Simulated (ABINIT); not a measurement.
# GePbSe3 (Pm-3m): zone-centre phonons, part 3 of 3

Which modes does GePbSe3 (Pm-3m) have at the zone centre?

ABINIT 10.8.3; DFT LDA, scalar-relativistic, plane waves, HGH norm-conserving pseudopotentials.

So far. Step 5 (Ground state): The cell stands at -1.1 GPa: the relaxation ran with a smoothed and higher cutoff, and the difference is a stress of the finite basis. Step 6 (Zone-centre response): The acoustic modes at Γ come out as far as 3.0 cm⁻¹ from zero, where they should vanish, a small numerical error. The lowest optical mode is imaginary, 95i cm⁻¹, an instability at this level and on this k mesh. The relaxed cell has a = 4.937 Å (conventional setting).

The structure was built from a prototype and need not be the compound's stable phase.

### 7. Modes with the sum rule

anaddb reads the merged derivatives and imposes the acoustic sum rule.

The input, anaddb.abi:

```
ddb_filepath "gamma_DDB"
output_file "anaddb.abo"
outdata_prefix "anaddb"
asr 1
chneut 1
enunit 2
eivec 1
nph1l 1
qph1l 0.0 0.0 0.0 1.0
```

The input, mrgddb.in:

```
gamma_DDB
merged
2
dfpt_gammao_DDB
gso_DDB
```

Started as:

```console
mrgddb < mrgddb.in > mrgddb.log
OMP_NUM_THREADS=1 anaddb anaddb.abi > anaddb.log
```

anaddb.abo, the main output file:

```text
-outvars_anaddb: echo values of input variables ----------------------

 Miscellaneous information :
      enunit         2
       eivec         1
         asr         1
 First list of wavevector (reduced coord.) :
       nph1l         1
       qph1l
                     0.00000000E+00  0.00000000E+00  0.00000000E+00    1.000E+00

================================================================================

 read the DDB information and perform some checks

  ==== Info on the Cryst% object ====
 Real(R)+Recip(G) space primitive vectors, cartesian coordinates (Bohr,Bohr^-1):
 R(1)=  9.3296965  0.0000000  0.0000000  G(1)=  0.1071846  0.0000000  0.0000000
 R(2)=  0.0000000  9.3296965  0.0000000  G(2)=  0.0000000  0.1071846  0.0000000
 R(3)=  0.0000000  0.0000000  9.3296965  G(3)=  0.0000000  0.0000000  0.1071846
 Unit cell volume ucvol=  8.1208698E+02 bohr^3
 Angles (23,13,12)=  9.00000000E+01  9.00000000E+01  9.00000000E+01 degrees
 Time-reversal symmetry is present
 Reduced atomic positions [iatom, xred, symbol]:
    1)    0.0000000  0.0000000  0.0000000  Pb
    2)    0.5000000  0.5000000  0.5000000  Ge
    3)    0.5000000  0.5000000  0.0000000  Se
    4)    0.5000000  0.0000000  0.5000000  Se
    5)    0.0000000  0.5000000  0.5000000  Se

 DDB file with 3 blocks has been read.

================================================================================

 Treat the first list of vectors

  Phonon wavevector (reduced coordinates) :  0.00000  0.00000  0.00000
 Phonon energies in Hartree :
  -4.309241E-04 -4.309241E-04 -4.309241E-04 -3.197075E-04 -3.197075E-04
  -3.197075E-04 -1.835989E-04 -1.835989E-04 -1.835989E-04  0.000000E+00
   0.000000E+00  0.000000E+00  9.003410E-04  9.003410E-04  9.003410E-04
 Phonon energies in meV     :
- -1.172604E+01 -1.172604E+01 -1.172604E+01 -8.699685E+00 -8.699685E+00
- -8.699685E+00 -4.995981E+00 -4.995981E+00 -4.995981E+00  0.000000E+00
-  0.000000E+00  0.000000E+00  2.449953E+01  2.449953E+01  2.449953E+01
 Phonon frequencies in cm-1    :
- -9.457691E+01 -9.457691E+01 -9.457691E+01 -7.016769E+01 -7.016769E+01
- -7.016769E+01 -4.029531E+01 -4.029531E+01 -4.029531E+01  0.000000E+00
-  0.000000E+00  0.000000E+00  1.976020E+02  1.976020E+02  1.976020E+02
 Phonon frequencies in Thz     :
- -2.835344E+00 -2.835344E+00 -2.835344E+00 -2.103575E+00 -2.103575E+00
- -2.103575E+00 -1.208023E+00 -1.208023E+00 -1.208023E+00  0.000000E+00
-  0.000000E+00  0.000000E+00  5.923960E+00  5.923960E+00  5.923960E+00
 Phonon energies in Kelvin  :
- -1.360751E+02 -1.360751E+02 -1.360751E+02 -1.009557E+02 -1.009557E+02
- -1.009557E+02 -5.797595E+01 -5.797595E+01 -5.797595E+01  0.000000E+00
-  0.000000E+00  0.000000E+00  2.843052E+02  2.843052E+02  2.843052E+02

 Eigendisplacements
 (will be given, for each mode : in cartesian coordinates
   for each atom the real part of the displacement vector,
   then the imaginary part of the displacement vector - absolute values smaller than 1.0d-7 are set to zero)
  Mode number    1   Energy   -4.309241E-04
 Attention : low frequency mode.
   (Could be unstable or acoustic mode)
-  1  0.00000000E+00  0.00000000E+00  7.72953111E-04
-     0.00000000E+00  0.00000000E+00  0.00000000E+00
-  2  0.00000000E+00  0.00000000E+00  1.00171241E-03
-     0.00000000E+00  0.00000000E+00  0.00000000E+00
-  3  0.00000000E+00  0.00000000E+00  3.57378290E-05
-     0.00000000E+00  0.00000000E+00  0.00000000E+00
-  4  0.00000000E+00  0.00000000E+00 -1.49260925E-03
-     0.00000000E+00  0.00000000E+00  0.00000000E+00
-  5  0.00000000E+00  0.00000000E+00 -1.49260925E-03
-     0.00000000E+00  0.00000000E+00  0.00000000E+00
  Mode number    2   Energy   -4.309241E-04
 Attention : low frequency mode.
   (Could be unstable or acoustic mode)
-  1  0.00000000E+00  7.72953111E-04  0.00000000E+00
-     0.00000000E+00  0.00000000E+00  0.00000000E+00
-  2  0.00000000E+00  1.00171241E-03  0.00000000E+00
-     0.00000000E+00  0.00000000E+00  0.00000000E+00
-  3  0.00000000E+00 -1.49260925E-03  0.00000000E+00
-     0.00000000E+00  0.00000000E+00  0.00000000E+00
-  4  0.00000000E+00  3.57378290E-05  0.00000000E+00
-     0.00000000E+00  0.00000000E+00  0.00000000E+00
-  5  0.00000000E+00 -1.49260925E-03  0.00000000E+00
-     0.00000000E+00  0.00000000E+00  0.00000000E+00
  Mode number    3   Energy   -4.309241E-04
 Attention : low frequency mode.
   (Could be unstable or acoustic mode)
-  1  7.72953111E-04  0.00000000E+00  0.00000000E+00
-     0.00000000E+00  0.00000000E+00  0.00000000E+00
-  2  1.00171241E-03  0.00000000E+00  0.00000000E+00
-     0.00000000E+00  0.00000000E+00  0.00000000E+00
-  3 -1.49260925E-03  0.00000000E+00  0.00000000E+00
-     0.00000000E+00  0.00000000E+00  0.00000000E+00
-  4 -1.49260925E-03  0.00000000E+00  0.00000000E+00
-     0.00000000E+00  0.00000000E+00  0.00000000E+00
-  5  3.57378290E-05  0.00000000E+00  0.00000000E+00
-     0.00000000E+00  0.00000000E+00  0.00000000E+00
  Mode number    4   Energy   -3.197075E-04
 Attention : low frequency mode.
   (Could be unstable or acoustic mode)
-  1  0.00000000E+00  0.00000000E+00  0.00000000E+00
-     0.00000000E+00  0.00000000E+00  0.00000000E+00
-  2  0.00000000E+00  0.00000000E+00  0.00000000E+00
-     0.00000000E+00  0.00000000E+00  0.00000000E+00
-  3  0.00000000E+00  0.00000000E+00  0.00000000E+00
-     0.00000000E+00  0.00000000E+00  0.00000000E+00
-  4  0.00000000E+00  0.00000000E+00 -1.86380890E-03
-     0.00000000E+00  0.00000000E+00  0.00000000E+00
-  5  0.00000000E+00  0.00000000E+00  1.86380890E-03
-     0.00000000E+00  0.00000000E+00  0.00000000E+00
  Mode number    5   Energy   -3.197075E-04
 Attention : low frequency mode.
   (Could be unstable or acoustic mode)
-  1  0.00000000E+00  0.00000000E+00  0.00000000E+00
-     0.00000000E+00  0.00000000E+00  0.00000000E+00
-  2  0.00000000E+00  0.00000000E+00  0.00000000E+00
-     0.00000000E+00  0.00000000E+00  0.00000000E+00
-  3  0.00000000E+00 -1.86380890E-03  0.00000000E+00
-     0.00000000E+00  0.00000000E+00  0.00000000E+00
-  4  0.00000000E+00  0.00000000E+00  0.00000000E+00
-     0.00000000E+00  0.00000000E+00  0.00000000E+00
-  5  0.00000000E+00  1.86380890E-03  0.00000000E+00
-     0.00000000E+00  0.00000000E+00  0.00000000E+00
  Mode number    6   Energy   -3.197075E-04
 Attention : low frequency mode.
   (Could be unstable or acoustic mode)
-  1  0.00000000E+00  0.00000000E+00  0.00000000E+00
-     0.00000000E+00  0.00000000E+00  0.00000000E+00
-  2  0.00000000E+00  0.00000000E+00  0.00000000E+00
-     0.00000000E+00  0.00000000E+00  0.00000000E+00
-  3  1.86380890E-03  0.00000000E+00  0.00000000E+00
-     0.00000000E+00  0.00000000E+00  0.00000000E+00
-  4 -1.86380890E-03  0.00000000E+00  0.00000000E+00
-     0.00000000E+00  0.00000000E+00  0.00000000E+00
-  5  0.00000000E+00  0.00000000E+00  0.00000000E+00
-     0.00000000E+00  0.00000000E+00  0.00000000E+00
  Mode number    7   Energy   -1.835989E-04
 Attention : low frequency mode.
   (Could be unstable or acoustic mode)
-  1  0.00000000E+00  0.00000000E+00  9.93859792E-04
-     0.00000000E+00  0.00000000E+00  0.00000000E+00
-  2  0.00000000E+00  0.00000000E+00 -1.88255321E-03
-     0.00000000E+00  0.00000000E+00  0.00000000E+00
-  3  0.00000000E+00  0.00000000E+00 -1.04075099E-03
-     0.00000000E+00  0.00000000E+00  0.00000000E+00
-  4  0.00000000E+00  0.00000000E+00  8.19190795E-05
-     0.00000000E+00  0.00000000E+00  0.00000000E+00
-  5  0.00000000E+00  0.00000000E+00  8.19190795E-05
-     0.00000000E+00  0.00000000E+00  0.00000000E+00
  Mode number    8   Energy   -1.835989E-04
 Attention : low frequency mode.
   (Could be unstable or acoustic mode)
-  1  0.00000000E+00 -9.93859792E-04  0.00000000E+00
-     0.00000000E+00  0.00000000E+00  0.00000000E+00
-  2  0.00000000E+00  1.88255321E-03  0.00000000E+00
-     0.00000000E+00  0.00000000E+00  0.00000000E+00
-  3  0.00000000E+00 -8.19190795E-05  0.00000000E+00
-     0.00000000E+00  0.00000000E+00  0.00000000E+00
-  4  0.00000000E+00  1.04075099E-03  0.00000000E+00
-     0.00000000E+00  0.00000000E+00  0.00000000E+00
-  5  0.00000000E+00 -8.19190795E-05  0.00000000E+00
-     0.00000000E+00  0.00000000E+00  0.00000000E+00
  Mode number    9   Energy   -1.835989E-04
 Attention : low frequency mode.
   (Could be unstable or acoustic mode)
-  1  9.93859792E-04  0.00000000E+00  0.00000000E+00
-     0.00000000E+00  0.00000000E+00  0.00000000E+00
-  2 -1.88255321E-03  0.00000000E+00  0.00000000E+00
-     0.00000000E+00  0.00000000E+00  0.00000000E+00
-  3  8.19190795E-05  0.00000000E+00  0.00000000E+00
-     0.00000000E+00  0.00000000E+00  0.00000000E+00
-  4  8.19190795E-05  0.00000000E+00  0.00000000E+00
-     0.00000000E+00  0.00000000E+00  0.00000000E+00
-  5 -1.04075099E-03  0.00000000E+00  0.00000000E+00
-     0.00000000E+00  0.00000000E+00  0.00000000E+00
  Mode number   10   Energy    0.000000E+00
 Attention : low frequency mode.
   (Could be unstable or acoustic mode)
-  1  0.00000000E+00  0.00000000E+00 -1.03040913E-03
-     0.00000000E+00  0.00000000E+00  0.00000000E+00
-  2  0.00000000E+00  0.00000000E+00 -1.03037906E-03
-     0.00000000E+00  0.00000000E+00  0.00000000E+00
-  3  0.00000000E+00  0.00000000E+00 -1.03038842E-03
-     0.00000000E+00  0.00000000E+00  0.00000000E+00
-  4  0.00000000E+00  0.00000000E+00 -1.03039623E-03
-     0.00000000E+00  0.00000000E+00  0.00000000E+00
-  5  0.00000000E+00  0.00000000E+00 -1.03039623E-03
-     0.00000000E+00  0.00000000E+00  0.00000000E+00
  Mode number   11   Energy    0.000000E+00
 Attention : low frequency mode.
   (Could be unstable or acoustic mode)
-  1  0.00000000E+00  1.03040913E-03  0.00000000E+00
-     0.00000000E+00  0.00000000E+00  0.00000000E+00
-  2  0.00000000E+00  1.03037906E-03  0.00000000E+00
-     0.00000000E+00  0.00000000E+00  0.00000000E+00
-  3  0.00000000E+00  1.03039623E-03  0.00000000E+00
-     0.00000000E+00  0.00000000E+00  0.00000000E+00
-  4  0.00000000E+00  1.03038842E-03  0.00000000E+00
-     0.00000000E+00  0.00000000E+00  0.00000000E+00
-  5  0.00000000E+00  1.03039623E-03  0.00000000E+00
-     0.00000000E+00  0.00000000E+00  0.00000000E+00
  Mode number   12   Energy    0.000000E+00
 Attention : low frequency mode.
   (Could be unstable or acoustic mode)
-  1  1.03040913E-03  0.00000000E+00  0.00000000E+00
-     0.00000000E+00  0.00000000E+00  0.00000000E+00
-  2  1.03037906E-03  0.00000000E+00  0.00000000E+00
-     0.00000000E+00  0.00000000E+00  0.00000000E+00
-  3  1.03039623E-03  0.00000000E+00  0.00000000E+00
-     0.00000000E+00  0.00000000E+00  0.00000000E+00
-  4  1.03039623E-03  0.00000000E+00  0.00000000E+00
-     0.00000000E+00  0.00000000E+00  0.00000000E+00
-  5  1.03038842E-03  0.00000000E+00  0.00000000E+00
-     0.00000000E+00  0.00000000E+00  0.00000000E+00
  Mode number   13   Energy    9.003410E-04
-  1  0.00000000E+00  0.00000000E+00  2.50932539E-05
-     0.00000000E+00  0.00000000E+00  0.00000000E+00
-  2  0.00000000E+00  0.00000000E+00  1.39500576E-03
-     0.00000000E+00  0.00000000E+00  0.00000000E+00
-  3  0.00000000E+00  0.00000000E+00 -2.19121590E-03
-     0.00000000E+00  0.00000000E+00  0.00000000E+00
-  4  0.00000000E+00  0.00000000E+00  4.21276775E-04
-     0.00000000E+00  0.00000000E+00  0.00000000E+00
-  5  0.00000000E+00  0.00000000E+00  4.21276775E-04
-     0.00000000E+00  0.00000000E+00  0.00000000E+00
  Mode number   14   Energy    9.003410E-04
-  1  0.00000000E+00 -2.50932539E-05  0.00000000E+00
-     0.00000000E+00  0.00000000E+00  0.00000000E+00
-  2  0.00000000E+00 -1.39500576E-03  0.00000000E+00
-     0.00000000E+00  0.00000000E+00  0.00000000E+00
-  3  0.00000000E+00 -4.21276775E-04  0.00000000E+00
-     0.00000000E+00  0.00000000E+00  0.00000000E+00
-  4  0.00000000E+00  2.19121590E-03  0.00000000E+00
-     0.00000000E+00  0.00000000E+00  0.00000000E+00
-  5  0.00000000E+00 -4.21276775E-04  0.00000000E+00
-     0.00000000E+00  0.00000000E+00  0.00000000E+00
  Mode number   15   Energy    9.003410E-04
-  1  2.50932539E-05  0.00000000E+00  0.00000000E+00
-     0.00000000E+00  0.00000000E+00  0.00000000E+00
-  2  1.39500576E-03  0.00000000E+00  0.00000000E+00
-     0.00000000E+00  0.00000000E+00  0.00000000E+00
-  3  4.21276775E-04  0.00000000E+00  0.00000000E+00
-     0.00000000E+00  0.00000000E+00  0.00000000E+00
-  4  4.21276775E-04  0.00000000E+00  0.00000000E+00
-     0.00000000E+00  0.00000000E+00  0.00000000E+00
-  5 -2.19121590E-03  0.00000000E+00  0.00000000E+00
-     0.00000000E+00  0.00000000E+00  0.00000000E+00

 Analysis of degeneracies and characters (maximum tolerance=1.00E-06 a.u.)
 For each vibration mode, or group of modes if degenerate,
 the characters are given for each symmetry operation (see the list in the log file).
 Symmetry characters of vibration mode #   1
       degenerate with vibration modes #   2 to    3
  3.0 -3.0 -1.0  1.0 -1.0  1.0 -1.0  1.0  1.0 -1.0 -1.0  1.0  1.0 -1.0 -1.0  1.0
  0.0 -0.0  0.0 -0.0 -0.0  0.0 -0.0  0.0  1.0 -1.0 -1.0  1.0 -1.0  1.0  1.0 -1.0
  0.0 -0.0 -0.0  0.0 -0.0  0.0  0.0 -0.0  1.0 -1.0  1.0 -1.0 -1.0  1.0 -1.0  1.0
 Symmetry characters of vibration mode #   4
       degenerate with vibration modes #   5 to    6
  3.0 -3.0 -1.0  1.0 -1.0  1.0 -1.0  1.0 -1.0  1.0  1.0 -1.0 -1.0  1.0  1.0 -1.0
 -0.0  0.0  0.0 -0.0 -0.0  0.0 -0.0  0.0 -1.0  1.0  1.0 -1.0  1.0 -1.0 -1.0  1.0
 -0.0  0.0 -0.0  0.0 -0.0  0.0  0.0 -0.0 -1.0  1.0 -1.0  1.0  1.0 -1.0  1.0 -1.0
 Symmetry characters of vibration mode #   7
       degenerate with vibration modes #   8 to    9
  3.0 -3.0 -1.0  1.0 -1.0  1.0 -1.0  1.0  1.0 -1.0 -1.0  1.0  1.0 -1.0 -1.0  1.0
  0.0 -0.0  0.0 -0.0 -0.0  0.0 -0.0  0.0  1.0 -1.0 -1.0  1.0 -1.0  1.0  1.0 -1.0
  0.0 -0.0 -0.0  0.0 -0.0  0.0  0.0 -0.0  1.0 -1.0  1.0 -1.0 -1.0  1.0 -1.0  1.0
 Symmetry characters of vibration mode #  10
       degenerate with vibration modes #  11 to   12
  3.0 -3.0 -1.0  1.0 -1.0  1.0 -1.0  1.0  1.0 -1.0 -1.0  1.0  1.0 -1.0 -1.0  1.0
 -0.0  0.0  0.0 -0.0  0.0 -0.0  0.0 -0.0  1.0 -1.0 -1.0  1.0 -1.0  1.0  1.0 -1.0
 -0.0  0.0  0.0 -0.0  0.0 -0.0  0.0 -0.0  1.0 -1.0  1.0 -1.0 -1.0  1.0 -1.0  1.0
 Symmetry characters of vibration mode #  13
       degenerate with vibration modes #  14 to   15
  3.0 -3.0 -1.0  1.0 -1.0  1.0 -1.0  1.0  1.0 -1.0 -1.0  1.0  1.0 -1.0 -1.0  1.0
  0.0 -0.0  0.0 -0.0 -0.0  0.0 -0.0  0.0  1.0 -1.0 -1.0  1.0 -1.0  1.0  1.0 -1.0
  0.0 -0.0 -0.0  0.0 -0.0  0.0  0.0 -0.0  1.0 -1.0  1.0 -1.0 -1.0  1.0 -1.0  1.0
-
```

Wall time 0.52 s (1 thread of Arm Neoverse V1, shared host).

This step gave:

- lowest optical zone-centre mode: -94.58 cm⁻¹

No LO-TO term; unit eigenvectors of the mass-weighted matrix, from anaddb's displacements. The modes at Γ (shares of kinetic energy by element, %) (negative means imaginary):

```
mode  frequency (cm⁻¹)  symmetry  Pb %  Ge %  Se %
   1             -94.6       T1u    23    13    64
   2             -94.6       T1u    23    13    64
   3             -94.6       T1u    23    13    64
   4             -70.2       T2u     0     0   100
   5             -70.2       T2u     0     0   100
   6             -70.2       T2u     0     0   100
   7             -40.3       T1u    37    47    16
   8             -40.3       T1u    37    47    16
   9             -40.3       T1u    37    47    16
  10               0.0  acoustic    40    14    46
  11               0.0  acoustic    40    14    46
  12               0.0  acoustic    40    14    46
  13             197.6       T1u     0    26    74
  14             197.6       T1u     0    26    74
  15             197.6       T1u     0    26    74
```

Displacements in mode 1 (-94.6 cm⁻¹), the largest set to 1:
```
Pb1  0.00  0.00  0.52
Ge2  0.00  0.00  0.67
Se3  0.00  0.00  0.02
Se4  0.00  0.00 -1.00
Se5  0.00  0.00 -1.00
```

Displacements in mode 7 (-40.3 cm⁻¹), the largest set to 1:
```
Pb1  0.00  0.00  0.53
Ge2  0.00  0.00 -1.00
Se3  0.00  0.00 -0.55
Se4  0.00  0.00  0.04
Se5  0.00  0.00  0.04
```

The rule moves no optical mode by more than 0.2 cm⁻¹.

### 8. Results

```json
{
  "space group after relaxation": "Pm-3m",
  "volume per atom": "24.1 Å³",
  "highest optical zone-centre mode (no LO-TO term)": "197.6 cm⁻¹",
  "lowest optical zone-centre mode": "-94.6 cm⁻¹",
  "imaginary optical modes at the zone centre (no q mesh in this session)": "yes"
}
```

In words: At the LDA level the optical modes of GePbSe3 (Pm-3m) at the zone centre run from 95i to 198 cm⁻¹, so the structure is a saddle point, with 9 modes beyond 10i cm⁻¹ there. The base run prints -1.1 GPa, mostly the error of a finite basis; the relaxation, with a smoothed and higher cutoff, had brought the cell to rest. These are harmonic frequencies: anharmonic shifts and widths and the lattice's thermal expansion are left out. The Fermi-Dirac smearing of 0.01 Ha is an electronic temperature of 3158 K, which adds a pressure of its own and can shift the volume and soft modes. Spin-orbit coupling is left out, which can matter for the heavy elements here. The HGH files keep few electrons and have no core correction, which is cheap but rough for Ge and Pb. In a metal the frequencies hang on the k mesh and the smearing, most of all near Kohn anomalies. The structure is a hypothetical one, built on a prototype.

[Host names and launcher messages were left out of these logs when they were recorded.]

[Logs are printed without paths, hosts, clocks, repeated set-up lines and the standing remarks that a program may print on its own settings, such as how far it seeks lower states.]

[Hosts, paths, dates, database ids (printed as entryN), source tags and the programs' standing remarks are cut or masked in the printed files.]
